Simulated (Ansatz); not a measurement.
## Band gap of SnO2 (Cassiterite) from density functionals to GW

Wanted: a ladder of band gaps for SnO2 (Cassiterite), from density functionals to G0W0.

Program: Ansatz 0.2.0. Level of theory: density functionals, hybrids and G0W0, plane waves, PAW. Results are calculated unless marked as measured.

**Experimental background.**

- Gap 3.6 eV: experimental gap quoted from earlier work; bulk crystal (quoted in “Study on the Photocatalytic Properties of Flower-Shaped SnO2”, 2022, pmc:9565917).

### 1. The starting structure

The structure is tetragonal, space group P4_2/mnm (No. 136). Conventional cell: a = 4.738 Å, b = 4.738 Å, c = 3.187 Å, α = 90.00°, β = 90.00°, γ = 90.00°. Nearest to Sn lie 6 O at 2.05 to 2.06 Å. O has 3 Sn at 2.05 to 2.06 Å nearest. Farther neighbours and most contacts between anions are not listed.

Coordinates:

```cif
data_structure
_symmetry_space_group_name_H-M 'P 1'
_symmetry_Int_Tables_number 1
_cell_length_a 4.7380
_cell_length_b 4.7380
_cell_length_c 3.1865
_cell_angle_alpha 90.000
_cell_angle_beta 90.000
_cell_angle_gamma 90.000
_cell_volume 71.53
loop_
_atom_site_label
_atom_site_type_symbol
_atom_site_fract_x
_atom_site_fract_y
_atom_site_fract_z
_atom_site_occupancy
Sn1 Sn 0.00000 0.00000 0.00000 1
Sn2 Sn 0.50000 0.50000 0.50000 1
O3 O 0.30710 0.30710 0.00000 1
O4 O 0.19290 0.80710 0.50000 1
O5 O 0.69290 0.69290 0.00000 1
O6 O 0.80710 0.19290 0.50000 1
```

The cell and positions come from the Crystallography Open Database and are kept as given unless a step says otherwise. The default PAW set here is soft_2. Its files were made with PBE.

### 2. PBE on the 6×6×8 mesh

Levels along a band path and on the mesh show where this functional puts the band edges.

This step: DFT, PBE, plane waves, PAW.

The input, input.yaml:

```yaml
crystal:
  lattice:
    - [4.738, 0.0, 0.0]
    - [0.0, 4.738, 0.0]
    - [0.0, 0.0, 3.1865]
  atoms:
    - { symbol: Sn, position: [0.0, 0.0, 0.0] }
    - { symbol: Sn, position: [0.5, 0.5, 0.5] }
    - { symbol: O, position: [0.3071, 0.3071, 0.0] }
    - { symbol: O, position: [0.1929, 0.8071, 0.5] }
    - { symbol: O, position: [0.6929, 0.6929, 0.0] }
    - { symbol: O, position: [0.8071, 0.1929, 0.5] }
kpoints:
  mp_grid: { grid: [6, 6, 8] }
  band_path:
    path:
      - [[0.0, 0.0, 0.0], [0.0, 0.5, 0.0], [0.5, 0.5, 0.0], [0.0, 0.0, 0.0], [0.0, 0.0, 0.5], [0.0, 0.5, 0.5], [0.5, 0.5, 0.5], [0.0, 0.0, 0.5]]
      - [[0.0, 0.5, 0.0], [0.0, 0.5, 0.5]]
      - [[0.5, 0.5, 0.0], [0.5, 0.5, 0.5]]
    npoints: 10
hamiltonian:
  xc: pbe
scf:
  occupations: { method: fermi_dirac, width: 0.02 }
  n_extra_bands: 6
output:
  eigenvalues: true
  forces: true
  stress: true
  write_density: true
  write_potential: true
  elf: true
  volumetric_format: npy
```

On the command line:

```
> ansatz run input.yaml --threads 3 --pin off --max-ram 64512MiB --backend cuda --events-out ev --progress --plain --runs-dir out --devices 1 --max-vram 24GiB  # rebuilt from the run's record
```

Numbers of over 12 decimals in the logs are rounded to 6 here.

Output:

```text
scf.n_extra_bands = 6 over 26 filled bands (N_el = 52.0): the run solves 32 bands
GPUs: using 1 of 1 available (devices: 1).
Engine: ansatz 0.2.0, x86_64-unknown-linux-gnu
Pseudopotentials: kind: paw
Pseudopotential: Sn, paw, valence charge 14, recommended cutoff 420 eV (normal), Sn.paw.azcp
Pseudopotential: O, paw, valence charge 6, recommended cutoff 420 eV (normal), O.paw.azcp
Functional definition: PBE
  parameter kappa = 0.804
  parameter beta = 0.066725
  exchange = pbe_x(kappa = kappa, mu = beta*pi^2/3)
  correlation = pbe_c(beta = beta)
device memory: the entry about to start is reckoned to put 2.2 GiB on a device that reports 69.4 GiB free (of which the cap on the GPU budget leaves the run 24.0 GiB)
GPU FFT provider: cuFFT
GPU libraries: cuBLAS 13.8.2, cuFFT 12.4.0, cuSOLVER 12.3.4
Crystal: 6 atoms, lattice volume = 71.533 Å³
Basis set: ecut = 420 eV, 1411 PW (Γ), exchange–correlation on 64×64×48 points (8 copies of the dense FFT grid, shifted against one another)
Bands: 32, of which v1, the nominal top of the filled ones, is band 26 counted from 1 (25 counted from 0)
Symmetry: 16 space group operations
Space group: P42/mnm (ITA 136), of the structure as read, at distance tolerance 4.2e-5 Å
k-points: 50 of 288
Non-local potential: Sn, projectors of the file, l = 0: 2, l = 1: 2, l = 2: 2, l = 3: 2
Non-local potential: O, projectors of the file, l = 0: 2, l = 1: 2, l = 2: 1
PAW form: soft (Blöchl's): semilocal exchange-correlation on the pseudo side does not see the compensation charge
PAW one-centre angular grid: Sn, 590 points (default); XC on 64 Gauss nodes
PAW one-centre angular grid: O, 110 points (default); XC on 64 Gauss nodes
Initial density: superposition of atomic densities (neutral atoms: chi_scale 0, normalization atom), corrected by the library's trained network
Initial wavefunctions: pseudopotential atomic-orbital guess
GPU buffer pool allocated for 24576 grid points (all kernels)
GPU transforms: local potential and band sums: pruned to the plane-wave sphere, on 32×32×24
Functional: x = pbe(κ = 0.804, μ = 0.219515), c = pbe(β = 0.066725)
SCF iter   1: F=—  HF=-14317.837964 eV  |F-HF|=—  |Δ(HF+E_count)|=         —  Δρ=1.08e-3  dr2=2.60e-4  ethr=1.77e-3  ⟨swp⟩=6.8  Hψ=7258  notcnv=0
preconditioner: auto → Resta (q_TF=auto, 2.587 Å⁻¹)  ε∞=3.6  [insulator: Δε(μ)=1.283 eV  Ē_g=19.758 eV  σ=0.020 eV  W_gap=1.00  n_scr=18 (ndim 8)  ℏωp=31.7 eV  f_vac=0.027  D(μ)=0.00/eV (n_scr^D=0)  ε∞_Penn≈3.6]
SCF iter   2: F=—  HF=-14317.839033 eV  |F-HF|=—  |Δ(HF+E_count)|=   1.07e-3  Δρ=5.91e-4  dr2=7.77e-5  ethr=5.00e-7  ⟨swp⟩=3.0  Hψ=3748  notcnv=0  defer=44
SCF iter   3: F=—  HF=-14317.839507 eV  |F-HF|=—  |Δ(HF+E_count)|=   4.74e-4  Δρ=1.99e-4  dr2=1.95e-5  ethr=1.49e-7  ⟨swp⟩=2.8  Hψ=2770  notcnv=0  defer=44
SCF iter   4: F=—  HF=-14317.839522 eV  |F-HF|=—  |Δ(HF+E_count)|=   1.55e-5  Δρ=4.42e-5  dr2=7.62e-7  ethr=3.75e-8  ⟨swp⟩=2.0  Hψ=2128  notcnv=0  defer=44
iter 5 did not close the SCF: its close was put off for the readings that it lacked (scf_convergence_deferred on its scf_iter line)
SCF iter   5: F=-14317.839524 eV  HF=-14317.839523 eV  |F-HF|=1.92e-7  |Δ(HF+E_count)|=   1.01e-6  Δρ=1.49e-5  dr2=9.57e-8  ethr=1.46e-9  ⟨swp⟩=2.0  Hψ=2625  notcnv=0  defer=44
SCF iter   6: F=-14317.839524 eV  HF=-14317.839524 eV  |F-HF|=1.17e-8  |Δ(HF+E_count)|=   2.15e-7  Δρ=4.00e-6  dr2=6.25e-9  ethr=1.84e-10  ⟨swp⟩=10.5  Hψ=11286  notcnv=0
SCF 1 converged in 6 iterations: F = -14317.839524 eV  dr2 = 6.25e-9
[...]
device memory: the entry about to start is reckoned to put 2.8 GiB on a device that reports 69.4 GiB free (of which the cap on the GPU budget leaves the run 24.0 GiB)
NSCF: frozen V_eff on 93 k-points, pencils in batches of 32, up to order 144
SCF converged after 6 iterations
Free energy (F): -14317.839524 eV
Harris-Foulkes:  -14317.839524 eV  (|F-HF|=1.17e-8)
Internal energy: -14317.839524 eV  (E = F + TS)
E sigma→0 (E₀):  -14317.839524 eV
Fermi energy:    10.167741 eV
--- Per-component energies (eV) ---
  E_band       = -114.469769
  E_kinetic    = 1085.322191
  E_local      = -2860.960733  (includes V_loc(G=0)·N_el)
  E_nonlocal   = 134.899745
  E_hartree    = 1491.154566
  E_xc         = -1054.969018
  E_vxc        = -564.083551  (∫ρ·V_xc dr)
  E_paw        = -8930.444512  (= ΣΔE_a)
  E_vpaw       = -891.967489  (= ΣTr[D̂ρ^β])
  E_aug_tail   = 0.010016  (compensation charges beyond the density's cutoff)
  E_ewald      = -4182.851779
  E_smearing   = -0.000000  (= −TS)
  E_closure    = -0.000000  (closes the sum)
  Σ components = -14317.839524   (vs F -14317.839524, Δ=0.00e0)
--- Forces (eV/Å), atoms counted from 1 ---
  atom   1  Sn    -0.00000000    -0.00000000    -0.00000000
  atom   2  Sn     0.00000000    -0.00000000     0.00000000
  atom   3  O     -0.19464805    -0.19464805     0.00000000
  atom   4  O      0.19464805    -0.19464805    -0.00000000
  atom   5  O      0.19464805     0.19464805    -0.00000000
  atom   6  O     -0.19464805     0.19464805     0.00000000
  max |Σ_I F_I| component: 2.78e-17 eV/Å
--- Stress (GPa, compression-positive) ---
       10.098216       0.000000       0.000000
        0.000000      10.098216       0.000000
        0.000000       0.000000      13.046926
  P = ⅓ Tr σ = 11.0811 GPa (110.811 kbar)
--- Band table (eV; the first three rows and the last of 50) ---
[... rows of the band table ...]
```

The job ended after 4.2 s (1 × NVIDIA H100 80GB HBM3 (shared by 3 runs) with 3 threads of AMD EPYC 7R13 (Zen 3), shared host; peak memory 0.98 GiB; 4.2 s of CPU time).

Reading the cycles: dr2 is the Hartree energy of the density residual (eV), the measure of convergence; HF is the Harris–Foulkes estimate of the energy, which meets the free energy F at convergence.

Numbers from this step:

* pressure: 11.08 GPa
* filled bands: 26
* gap: 1.282 eV
* valence top at: Γ
* conduction bottom at: Γ
* least direct gap: 1.282 eV

Over mesh and path the gap is 1.282 eV, direct, at k = Γ. The pressure in this cell is 11 GPa; the cell is kept.

### 3. PBE+SOC on the 6×6×8 mesh

This run has two-component orbitals with spin-orbit coupling.

This step: DFT, PBE with spin-orbit coupling, plane waves, PAW.

input.yaml, the sections that differ from step 2:

```yaml
kpoints:
  mp_grid: { grid: [6, 6, 8] }
  band_path:
    path:
      - [0.0, 0.0, 0.0]
      - [0.0, 0.5, 0.0]
      - [0.5, 0.5, 0.0]
      - [0.0, 0.0, 0.5]
      - [0.0, 0.5, 0.5]
      - [0.5, 0.5, 0.5]
    npoints: 1
scf:
  occupations: { method: fermi_dirac, width: 0.02 }
  n_extra_bands: 12
magnetization:
  noncollinear: true
  spin_orbit: true
output:
  eigenvalues: true
  forces: true
  stress: true
# crystal, hamiltonian: as in step 2
```

Output:

```text
[...]
GPUs: using 1 of 1 available (devices: 1).
[...]
non-collinear run that drives no moment, with spin-orbit: no starting moment large enough to seed its density (crystal.atoms[].spin), no starting occupations that ask for one, no magnetisation constraint and no magnetic field, so the semilocal B_xc is pinned to zero
[...]
GPU FFT provider: cuFFT
GPU libraries: cuBLAS 13.8.2, cuFFT 12.4.0, cuSOLVER 12.3.4
Crystal: 6 atoms, lattice volume = 71.533 Å³
Basis set: ecut = 420 eV, 1411 PW (Γ), exchange–correlation on 64×64×48 points (8 copies of the dense FFT grid, shifted against one another)
Bands: 64, of which v1, the nominal top of the filled ones, is band 52 counted from 1 (51 counted from 0)
Symmetry: 16 space group operations + 16 with time reversal
[...]
k-points: 50 of 288
[...]
site 4: m = (+0.0000, +0.0000, +0.0000) μB, |m| = 0.0000 μB  (R = 0.85 Å)
  site 5: m = (+0.0000, +0.0000, +0.0000) μB, |m| = 0.0000 μB  (R = 0.85 Å)
Free energy (F): -14322.101149 eV
[...]
Internal energy: -14322.101149 eV  (E = F + TS)
E sigma→0 (E₀):  -14322.101149 eV
Fermi energy:    10.167644 eV
[...]
--- Forces (eV/Å), atoms counted from 1 ---
  atom   1  Sn     0.00000000     0.00000000     0.00000000
  atom   2  Sn    -0.00000000    -0.00000000    -0.00000000
  atom   3  O     -0.19328113    -0.19328113     0.00000000
  atom   4  O      0.19328113    -0.19328113    -0.00000000
  atom   5  O      0.19328113     0.19328113    -0.00000000
  atom   6  O     -0.19328113     0.19328113     0.00000000
  max |Σ_I F_I| component: 5.55e-17 eV/Å
--- Stress (GPa, compression-positive) ---
       10.059769       0.000000       0.000000
        0.000000      10.059769       0.000000
        0.000000       0.000000      12.986671
  P = ⅓ Tr σ = 11.0354 GPa (110.354 kbar)
--- Band table (eV; the first three rows and the last of 50) ---
[... rows of the band table ...]
[key lines of the parts left out:]
SCF converged after 8 iterations
Magnetization: |M| = 0.0000 μB,  M = (+0.0000, +0.0000, +0.0000) μB
```

Run time: 6.2 s. Hardware: 1 × NVIDIA H100 80GB HBM3 (shared by 3 runs) with 3 threads; peak memory 0.99 GiB; 9 s of CPU time.

Numbers from this step:

```yaml
pressure: 11.04 GPa
gap: 1.288 eV
valence_top_at: Γ
conduction_bottom_at: Γ
least_direct_gap: 1.288 eV
```

Over mesh and listed points the gap is 1.288 eV, direct, at k = Γ. The pressure in this cell is 11 GPa; the cell is kept. PBE+SOC against PBE: 1.288 − 1.282 = +0.006 eV, with the same mesh, set of files (read in its fully relativistic form for the spin-orbit run) and cutoff, and both edges at the same k points. The spin-orbit run sees mesh and listed points alone, so its gap is an upper bound: the coupling can move an edge off these points, and the change over the zone, its sign included where it is small, is not known.

### 4. HSE06 on the 4×4×4 mesh

HSE06 mixes in a quarter of exact exchange at short range.

This step: DFT, HSE06, plane waves, PAW.

Edit input.yaml of step 3 so:

```diff
@@ -13,3 +13,3 @@
 kpoints:
-  mp_grid: { grid: [6, 6, 8] }
+  mp_grid: { grid: [4, 4, 4] }
   band_path:
@@ -24,12 +24,7 @@
 hamiltonian:
-  xc: pbe
+  xc: hse06
 scf:
-  occupations: { method: fermi_dirac, width: 0.02 }
-  n_extra_bands: 12
-magnetization:
-  noncollinear: true
-  spin_orbit: true
+  occupations: { method: fixed }
+  n_extra_bands: 6
 output:
   eigenvalues: true
-  forces: true
-  stress: true
```

Output:

```text
[...]
GPUs: using 1 of 1 available (devices: 1).
[...]
davidson cushion auto → on  (no smearing: the cushion is to keep the highest requested band from converging to the state above it; pin scf.eigensolver.cushion to override)
[...]
GPU FFT provider: cuFFT
GPU libraries: cuBLAS 13.8.2, cuFFT 12.4.0, cuSOLVER 12.3.4
Crystal: 6 atoms, lattice volume = 71.533 Å³
Basis set: ecut = 420 eV, 1411 PW (Γ)
[...]
Stability not checked: this state was not tested for a lower state beside it, because the functional holds exact exchange (a hybrid, or Hartree-Fock), whose exchange loop this test does not read (fock_operator; see scf.lower_state_search)
Free energy (F): -14325.528815 eV
Frozen-core exchange: fock
[...]
Internal energy: -14325.528815 eV  (E = F + TS)
E sigma→0 (E₀):  -14325.528815 eV
Fermi energy:    8.185129 eV
[...]
--- Band table (eV; the first three rows and the last of 18) ---
[... rows of the band table ...]
```

Elapsed: 20 s, on 1 × NVIDIA H100 80GB HBM3 (shared by 3 runs) with 3 threads; peak memory 1.3 GiB; 26 s of CPU time.

Numbers from this step:

- gap: 3.041 eV
- valence top at: Γ
- conduction bottom at: Γ
- least direct gap: 3.041 eV
- exact-exchange fraction: 0.25

Over mesh and listed points the gap is 3.041 eV, direct, at k = Γ. HSE06 against PBE: 3.041 − 1.282 = +1.759 eV. The runs also differ in mesh (6×6×8 and 4×4×4), so how much of this comes from the functional alone is not known.

### 5. G0W0@PBE, 4×4×6 mesh, 459 empty bands, screening to 200 eV, hard PAW files

G0W0 replaces the xc potential by a self-energy built once from the orbitals of the start. Levels are corrected in the window of bands that the input names, at points of the mesh.

This step: G0W0 on PBE, plane waves, PAW.

The input, input.yaml:

```yaml
crystal:
  lattice:
    - [4.738, 0.0, 0.0]
    - [0.0, 4.738, 0.0]
    - [0.0, 0.0, 3.1865]
  atoms:
    - { symbol: Sn, position: [0.0, 0.0, 0.0] }
    - { symbol: Sn, position: [0.5, 0.5, 0.5] }
    - { symbol: O, position: [0.3071, 0.3071, 0.0] }
    - { symbol: O, position: [0.1929, 0.8071, 0.5] }
    - { symbol: O, position: [0.6929, 0.6929, 0.0] }
    - { symbol: O, position: [0.8071, 0.1929, 0.5] }
kpoints:
  mp_grid: { grid: [4, 4, 6] }
hamiltonian:
  xc: pbe
  pseudopotentials: { kind: paw, source: ansatz }
scf:
  occupations: { method: fixed }
gw:
  n_empty_bands: 459
  ecut_chi: 200
  qp_bands: [v2, c2]
  qp_kpoints: band_edges
  screening: { model: contour_deformation }
```

Output:

```text
GPUs: using 1 of 1 available (devices: 1).
[...]
GPU FFT provider: cuFFT
GPU libraries: cuBLAS 13.8.2, cuFFT 12.4.0, cuSOLVER 12.3.4
Crystal: 6 atoms, lattice volume = 71.533 Å³
Basis set: ecut = 930 eV, 4587 PW (Γ)
Bands: 41, of which v1, the nominal top of the filled ones, is band 34 counted from 1 (33 counted from 0)
Symmetry: 16 space group operations
[...]
k-points: 24 of 96
[...]
1    36     17.8033   -13.1252    -5.0208   -19.1581  0.7897    18.8352    18.8153  root
[...]
23    33     10.3000   -26.6274     5.1802   -20.3023  0.7439     9.1237     9.1551  root
    23    34     10.3000   -26.6274     5.1802   -20.3023  0.7439     9.1237     9.1551  root
    23    35     16.0731   -13.3208    -4.4617   -18.6828  0.8100    16.9841    16.9734  root
    23    36     16.0731   -13.3208    -4.4617   -18.6828  0.8100    16.9841    16.9734  root
[key lines of the parts left out:]
SCF converged after 8 iterations
Free energy (F): -21719.985827 eV
Fermi energy:    11.134553 eV
```

Elapsed: 1.7 min, on 1 × NVIDIA H100 80GB HBM3 (shared by 3 runs) with 3 threads; peak memory 3 GiB; 2.8 min of CPU time.

Numbers from this step:

- bands summed: 493
- RPA ε∞ on this mesh (eigenvalues): 4.310, 4.310, 4.529
- plane waves in the screening matrix: 471
- G0W0 gap over the corrected points: 2.947 eV
- k of the valence top: 0, 0, 0
- k of the conduction bottom: 0, 0, 0
- starting gap on the mesh: 1.287 eV
- Z at the valence top: 0.7500
- Z at the conduction bottom: 0.8220
- least direct G0W0 gap over the corrected points: 2.947 eV

Over 11 of 24 irreducible mesh points the G0W0 gap is 2.947 eV, direct, at k = Γ. The PBE gap of this run on the mesh is 1.287 eV. The two states that bound the G0W0 gap lie that far apart at the start, so the correction of the gap is 2.947 − 1.287 = +1.660 eV.

(Part 1 of 2 ends here.)

[Paths, hosts, dates, memory and timing lines, banners, echoed tables and standing remarks are left out of the program output.]

[Logs are printed without paths, hosts, clocks, repeated set-up lines and the standing remarks that a program may print on its own settings, such as how far it seeks lower states.]

[Runs of the session that timed out or met a known fault of the program may be left out.]

[Cells called generated may have been cut or substituted from an entry of the Crystallography Open Database or the Materials Project.]

[Hosts, paths, dates, database ids (printed as entryN), source tags and the programs' standing remarks are cut or masked in the printed files.]

[Where an RPA ε∞ is given, it is that of the G0W0 mesh and is not shown converged in it. Names of k-points follow the symmetry that the program found, which can be lower than the space group named. Band edges on a path are those of the sampled points; other points can move an edge, and change direct to indirect where valleys lie close.]

[Hybrid gaps are those of their k-mesh and are not shown converged in it.]
